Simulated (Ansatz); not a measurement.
# Decaying states in the gap of CsRb2Cl3

Aim: relax a made-up compound, CsRb2Cl3, and see how good a tunnel barrier it would be. It is built by putting Rb for Li in the CsLi2Cl3 structure of space group Immm, with the volume rescaled by atomic radii. The parent structure comes from the Materials Project.

Program: Ansatz 0.2.0. Level of theory: r2SCAN DFT, plane waves, PAW files, in the first sound run; inputs show where later runs differ. Results are calculated unless marked as measured.

Report form: the programs' logs are mostly left out.

The structure was built from a prototype and need not be the compound's stable phase.

## 1. The structure

The structure is orthorhombic, space group Immm (No. 71). Conventional cell: a = 5.159 Å, b = 5.893 Å, c = 13.949 Å, α = 90.00°, β = 90.00°, γ = 90.00°. Nearest to Cs lie 8 Cl at 3.92 to 4.12 Å. Rb has 5 Cl at 2.68 to 2.99 Å nearest. Nearest to Cl lie 4 Rb at 2.80 to 2.99 Å and 2 Cs at 4.12 Å. Nearest to Cl lie 2 Rb at 2.68 Å and 4 Cs at 3.92 Å. It derives from CsLi2Cl3. Rb for Li in the CsLi2Cl3 structure of space group Immm. Farther neighbours and most contacts between anions are not listed.

## 2. Cell and atoms at rest

The substituted atoms don't fit the parent's cell, so cell and atoms relax together. A small smearing keeps the run stable in case the gap closes on the way.

Input file input.yaml:

```yaml
crystal:
  lattice:
    - [-2.5797413569, 2.9463340467, 6.9746778901]
    - [2.5797413569, -2.9463340467, 6.9746778901]
    - [2.5797413569, 2.9463340467, -6.9746778901]
  atoms:
    - { symbol: Cs, position: [0.5, 0.5, 0.0] }
    - { symbol: Rb, position: [0.807743, 0.807743, 0.0] }
    - { symbol: Rb, position: [0.192257, 0.192257, 0.0] }
    - { symbol: Cl, position: [0.26994492, 0.76994492, 0.5] }
    - { symbol: Cl, position: [0.73005508, 0.23005508, 0.5] }
    - { symbol: Cl, position: [0.0, 0.0, 0.0] }
kpoints:
  mp_grid: { grid: [6, 6, 6] }
scf:
  occupations: { method: gaussian, width: 0.03 }
hamiltonian:
  xc: r2scan
output:
  forces: true
  stress: true
relax:
  f_tol: 0.02
  max_steps: 60
  cell: {}
```

Started as:

```
> ansatz run input.yaml --threads 2 --pin off --max-ram 4096MiB --backend cpu --events-out ev --progress --plain --runs-dir out
```

Run time: 1.9 min. Hardware: 2 threads of Intel Xeon 6975P-C (Granite Rapids), shared host; peak memory 1.2 GiB.

Relaxation path:

```
step  energy less that of the first step (eV)  largest force component (eV/Å)  pressure (GPa)  volume (Å³)
   1                                   0.0000                          0.9397            6.96       212.05
   2                                  -1.1292                          0.5109            2.58       238.50
   3                                  -1.5122                          0.3351            0.77       255.62
   4                                  -1.6976                          0.1669           -0.07       262.69
   5                                  -1.8168                          0.0498           -0.54       262.57
   6                                  -1.8802                          0.1849           -0.70       258.89
   7                                  -1.9356                          0.0977           -0.60       253.13
   8                                  -1.9638                          0.0452           -0.17       241.81
   9                                  -1.9666                          0.0056           -0.03       239.96
  10                                  -1.9668                          0.0010            0.00       239.56
 11*                                  -1.9710                          0.0012            0.01       239.56
```

Relaxation steps marked * repeat the geometry before them on a plane-wave basis chosen anew for their cell, so energy and pressure can jump there.

Forces are held to the 8 operations that the run works with; a distortion that breaks them can't arise in this run.

| cell as run | before | after | change |
| --- | --- | --- | --- |
| a (Å) | 7.999 | 9.198 | +15.0 % |
| b (Å) | 7.999 | 9.198 | +15.0 % |
| c (Å) | 7.999 | 9.198 | +15.0 % |
| α (°) | 142.37 | 151.57 | +6.5 % |
| β (°) | 136.77 | 139.50 | +2.0 % |
| γ (°) | 58.63 | 50.22 | -14.3 % |
| volume (Å³/atom) | 35.34 | 39.93 | +13.0 % |

The atoms that moved most (Å, as changes of fractional coordinates times the final cell):

```csv
atom,dx,dy,dz,length
Cl5,0.000,0.000,-0.955,0.955
Cl4,0.000,0.000,0.955,0.955
Rb2,0.000,0.000,0.091,0.091
Rb3,0.000,0.000,-0.091,0.091
```

Final coordinates:

```xyz
6
Lattice="-2.2588 3.1835 8.3285 2.2588 -3.1835 8.3285 2.2588 3.1835 -8.3285" Properties=species:S:1:pos:R:3 pbc="T T T"
Cs    0.0000    0.0000    8.3285
Rb    0.0000    0.0000   13.5451
Rb    0.0000    0.0000    3.1119
Cl    2.2588    0.0000    5.4517
Cl    0.0000    3.1835    2.8768
Cl    0.0000    0.0000    0.0000
```

This step gave:

```yaml
free_energy: -15505.4337 eV
fermi_energy: 3.275 eV
pressure: 0.009857 GPa
```

The largest force component on a free atom ends at 0.0012 eV/Å.

## 3. Band edges

The energy window and the wavevectors of the next steps follow from the band edges, so these are searched first, off the mesh as well.

Input file input.yaml:

```yaml
crystal:
  lattice:
    - [-2.2588134716, 3.18352131, 8.3284946515]
    - [2.2588134716, -3.18352131, 8.3284946515]
    - [2.2588134716, 3.18352131, -8.3284946515]
  atoms:
    - { symbol: Cs, position: [0.5, 0.5, 0.0] }
    - { symbol: Rb, position: [0.8131797105, 0.8131797105, 0.0] }
    - { symbol: Rb, position: [0.1868202895, 0.1868202895, 0.0] }
    - { symbol: Cl, position: [0.3272939963, 0.8272939963, 0.5] }
    - { symbol: Cl, position: [0.6727060037, 0.1727060037, 0.5] }
    - { symbol: Cl, position: [0.0, 0.0, 0.0] }
kpoints:
  mp_grid: { grid: [6, 6, 6] }
  band_path: { path: [VBM, CBM], npoints: 30 }
scf:
  occupations: { method: fixed }
hamiltonian:
  xc: r2scan
output:
  eigenvalues: true
  write_potential: true
  write_density: true
  volumetric_format: npy
```

Run time: 28 s. Hardware: 2 threads; peak memory 1.2 GiB; 55 s of CPU time.

This step gave:

| Quantity | Value |
| --- | --- |
| Fermi energy | 0.9013 eV |
| gap on the k-mesh | 4.747 eV |
| gap on path | 4.747 eV, by band count; negative where bands overlap |
| direct gap on path | 4.747 eV |
| edge places on path | 0, 0 1/A along the path |

Levels at VBM (eV): -6.55, -6.54, -6.35, -1.08, -0.97, -0.80, -0.77, -0.76, -0.70, -0.31, -0.19, 0.00, 4.75, 6.17, 6.43, 6.93, 7.28.

The searched edges give 4.75 eV, as on the mesh.

## 4. Decaying states in the gap

This step: r2SCAN DFT, plane waves, PAW files; complex bands by layer matching along the plane's normal (Ansatz 0.2.0).

The same crystal is laid in a cell whose first two vectors span the (001) plane (indices of the standard conventional cell, whose axes can be ordered otherwise than in the bulk input). At fixed energy and wavevector in the plane the solver finds all kz, real and complex. A few wavevectors are listed, (0, 0) and (0.5, 0) in units of the plane's reciprocal vectors; the slowest state needn't be among them.

Input file input.yaml:

```yaml
crystal:
  lattice:
    - [4.517626943, 0.0, 0.0]
    - [0.0, 6.36704262, 0.0]
    - [2.258813472, 3.18352131, 8.328494652]
  atoms:
    - { symbol: Cs, position: [0.5, 0.5, 0.0] }
    - { symbol: Rb, position: [0.1868202895, 0.1868202895, 0.626359421] }
    - { symbol: Rb, position: [0.8131797105, 0.8131797105, 0.373640579] }
    - { symbol: Cl, position: [0.1727060037, 0.6727060037, 0.6545879926] }
    - { symbol: Cl, position: [0.8272939963, 0.3272939963, 0.3454120074] }
    - { symbol: Cl, position: [0.0, 0.0, 0.0] }
kpoints:
  mp_grid: { grid: [6, 6, 6] }
scf:
  occupations: { method: fixed }
hamiltonian:
  xc: r2scan
output:
  eigenvalues: true
  transmission:
    leads: [[0, 0]]
    kpoints: [[0.0, 0.0], [0.5, 0.0]]
    e_range: [-1.0, 5.75]
    de: 0.17
```

Elapsed: 54 s, on 2 threads; peak memory 1.8 GiB.

Numbers from this step:

```yaml
level_to_which_the_leads_are_filled: 2.374 eV from the Fermi level
decay_constant_at_the_filling_level_zone_centre: 0.4141 Å⁻¹
decay_constant_at_the_filling_level_slowest_listed_point: 0.4141 Å⁻¹
```

K parallel (0, 0); values up to 1.5 1/Å, a degenerate pair printed once or twice; energies at which all values exceed this have no row. The Im kz of the slowest decaying states by energy, zero at the highest filled level on the SCF mesh:

```
energy (eV)  decay 1 (Å⁻¹)  decay 2 (Å⁻¹)  decay 3 (Å⁻¹)  decay 4 (Å⁻¹)
      -1.00         0.0943          0.108          0.529          0.634
      -0.49          0.226          0.374          0.451          0.872
       0.02          0.289          0.304          0.427          0.441
       0.36          0.357          0.477          0.549          0.569
       0.87          0.404          0.521          0.626          0.655
       1.38          0.424          0.545          0.660          0.698
       1.89          0.426          0.558          0.676          0.720
       2.40          0.414          0.562          0.681          0.719
       2.74          0.399          0.561          0.680          0.687
       3.25          0.366          0.554          0.635          0.672
       3.76          0.314          0.541          0.575          0.659
       4.27          0.231          0.503          0.523          0.640
       4.61          0.129          0.448          0.507          0.625
       5.12          0.341          0.479          0.598          0.614
       5.63          0.171          0.443          0.552          0.565
```

K parallel (0.5, 0); values up to 1.5 1/Å, a degenerate pair printed once or twice; energies at which all values exceed this have no row. Im kz of the slowest decaying states against energy, zero at the highest filled level on the SCF mesh:

```
energy (eV)  decay 1 (Å⁻¹)  decay 2 (Å⁻¹)  decay 3 (Å⁻¹)  decay 4 (Å⁻¹)
      -1.00         0.0640          0.190          0.786           1.39
      -0.49          0.262          0.302          0.632           1.41
       0.02          0.337          0.518          0.730           1.42
       0.36          0.407          0.576          0.775           1.41
       0.87          0.468          0.627          0.796           1.40
       1.38          0.506          0.659          0.794           1.38
       1.89          0.532          0.678          0.779           1.33
       2.40          0.549          0.688          0.756           1.27
       2.74          0.558          0.692          0.736           1.24
       3.25          0.566          0.693          0.700           1.18
       3.76          0.570          0.658          0.690           1.11
       4.27          0.571          0.607          0.684           1.04
       4.61          0.568          0.570          0.679          0.984
       5.12          0.496          0.566          0.677          0.886
       5.63          0.400          0.563          0.721           1.12
```

At the listed wavevectors the last open channel is at -0.32 eV and the next at +4.78 eV on the grid, wider than the gap, since narrow bands can fall between grid energies. At +2.40 eV, the grid energy nearest the filling level (the middle of the gap on the SCF mesh), the slowest state at the listed wavevectors decays with κ = 0.414 Å⁻¹, its amplitude falling by e over 2.4 Å. Through 1 nm of this crystal that state's transmission falls by exp(−2 × 0.414 Å⁻¹ × 10 Å) = 2.5e-4.

## 5. Band edges at another level, cutoff 930 eV

This step: r2SCAN DFT, plane waves, norm-conserving files (Ansatz 0.2.0).

The edges again with norm-conserving files, at the same atoms. Against that run the cutoff is 930 eV against 500.

Input file input.yaml:

```yaml
crystal:
  lattice:
    - [-2.2588134716, 3.18352131, 8.3284946515]
    - [2.2588134716, -3.18352131, 8.3284946515]
    - [2.2588134716, 3.18352131, -8.3284946515]
  atoms:
    - { symbol: Cs, position: [0.5, 0.5, 0.0] }
    - { symbol: Rb, position: [0.8131797105, 0.8131797105, 0.0] }
    - { symbol: Rb, position: [0.1868202895, 0.1868202895, 0.0] }
    - { symbol: Cl, position: [0.3272939963, 0.8272939963, 0.5] }
    - { symbol: Cl, position: [0.6727060037, 0.1727060037, 0.5] }
    - { symbol: Cl, position: [0.0, 0.0, 0.0] }
kpoints:
  mp_grid: { grid: [6, 6, 6] }
  band_path: { path: [VBM, CBM], npoints: 30 }
scf:
  occupations: { method: fixed }
hamiltonian:
  xc: r2scan
  pseudopotentials: { kind: nc }
output:
  eigenvalues: true
```

It took 73 s on 2 threads; peak memory 1.3 GiB; 2.4 min of CPU time.

This step gave:

| Property | Result |
| --- | --- |
| free energy | -4039.8560 eV |
| Fermi energy | 0.9486 eV |
| gap on the k-mesh | 4.746 eV |
| gap on path | 4.746 eV, by band count; negative where bands overlap |
| direct gap on path | 4.746 eV |

Levels at VBM (eV): -6.55, -6.54, -6.35, -1.08, -0.97, -0.79, -0.77, -0.76, -0.70, -0.31, -0.19, 0.00, 4.75, 6.17, 6.43, 6.93, 7.28.

The searched edges give 4.75 eV, as on the mesh.

## 6. Complex bands at another level

This step: r2SCAN DFT, plane waves, norm-conserving files; complex bands by layer matching along the plane's normal (Ansatz 0.2.0).

The complex bands at that level, over its own gap, at (0, 0) and (0.5, 0).

Input file input.yaml:

```yaml
crystal:
  lattice:
    - [4.517626943, 0.0, 0.0]
    - [0.0, 6.36704262, 0.0]
    - [2.258813472, 3.18352131, 8.328494652]
  atoms:
    - { symbol: Cs, position: [0.5, 0.5, 0.0] }
    - { symbol: Rb, position: [0.1868202895, 0.1868202895, 0.626359421] }
    - { symbol: Rb, position: [0.8131797105, 0.8131797105, 0.373640579] }
    - { symbol: Cl, position: [0.1727060037, 0.6727060037, 0.6545879926] }
    - { symbol: Cl, position: [0.8272939963, 0.3272939963, 0.3454120074] }
    - { symbol: Cl, position: [0.0, 0.0, 0.0] }
kpoints:
  mp_grid: { grid: [6, 6, 6] }
scf:
  occupations: { method: fixed }
hamiltonian:
  xc: r2scan
  pseudopotentials: { kind: nc }
output:
  eigenvalues: true
  transmission:
    leads: [[0, 0]]
    kpoints: [[0.0, 0.0], [0.5, 0.0]]
    e_range: [-1.0, 5.75]
    de: 0.17
```

It took 0.29 s on 2 threads; peak memory 0.24 GiB.

The input was rejected at the start.

The program's message: “Error: memory limit exceeded: the `transmission` phase of `transmission` needs 4.67 GiB against the run's memory maximum of 4.00 GiB; largest carriers: transmission 4.29 GiB, unmodelled-tail allowance …”

## 7. A check of the settings

This step: r2SCAN DFT, plane waves, PAW files; complex bands by layer matching along the plane's normal; changed: scf.mixing = {"algorithm": "anderson", "beta": 0.001, "ndim": 1}, scf.max_iter = 50 (Ansatz 0.2.0).

This run repeats an earlier one, its twin (the complex run, plane (001)), with four settings changed (scf.mixing.algorithm, scf.mixing.beta, scf.mixing.ndim, scf.max_iter; files written aside). The setting was drawn as a possible misstep, on purpose. Where the input is shown as a difference, that is against the step before, not the twin.

Edit input.yaml of step 6 so:

```diff
@@ -16,5 +16,6 @@
   occupations: { method: fixed }
+  mixing: { algorithm: anderson, beta: 0.001, ndim: 1 }
+  max_iter: 50
 hamiltonian:
   xc: r2scan
-  pseudopotentials: { kind: nc }
 output:
```

Run time: 44 s. Hardware: 2 threads; peak memory 1.1 GiB.

Residual by cycle:

cycle, log10 residual and a bar from the least value:
```
        1       -1.7 ##############################
        5       -1.7 ##########################
       10       -1.8 #######################
       14       -1.8 #####################
       19       -1.8 ##################
       23       -1.8 ###############
       28       -1.8 #############
       32       -1.8 ##########
       37       -1.8 #######
       41       -1.8 #####
       46       -1.8 ##
       50       -1.8
```

The run stopped without converging, so none of its numbers is a property of the system.

After 50 cycles the residual stands at 0.016, against 0.017 at cycle 26 and a least value of 0.016. The cap of 50 cycles in the input ended the loop.

The program's message: “Error: did not converge after 50 iterations: dr2 = 1.61e-2 (threshold 1.00e-7), under the density mixer `anderson`; at k-index 0, counted from 0 in this SCF's own list of k-points, the highest band th …”

The fault put into the input: mixing far too weak (scf.mixing).

## 8. Results

```yaml
band_gap: 4.75 eV
least_decay_constant_at_mid_gap_normal_to_001: 0.414 Å⁻¹
```

In words: With r2SCAN, the slowest decay at the wavevectors tried is κ = 0.414 Å⁻¹, normal to (001). Through such a film the transmission near mid-gap falls as exp(−2κd), a factor of ten every 2.8 Å. A free electron under a barrier of half the gap would need a mass of 0.28 mₑ to decay at this rate. The compound is made up by substitution; its stability against other phases and against distortions of the cell's symmetry was not tested. r2SCAN still narrows gaps, if less than LDA and GGA do, so real decay constants are likely larger.

[Logs are printed without paths, hosts, clocks, repeated set-up lines and the standing remarks that a program may print on its own settings, such as how far it seeks lower states.]

[Hosts, paths, dates, database ids (printed as entryN), source tags and the programs' standing remarks are cut or masked in the printed files.]
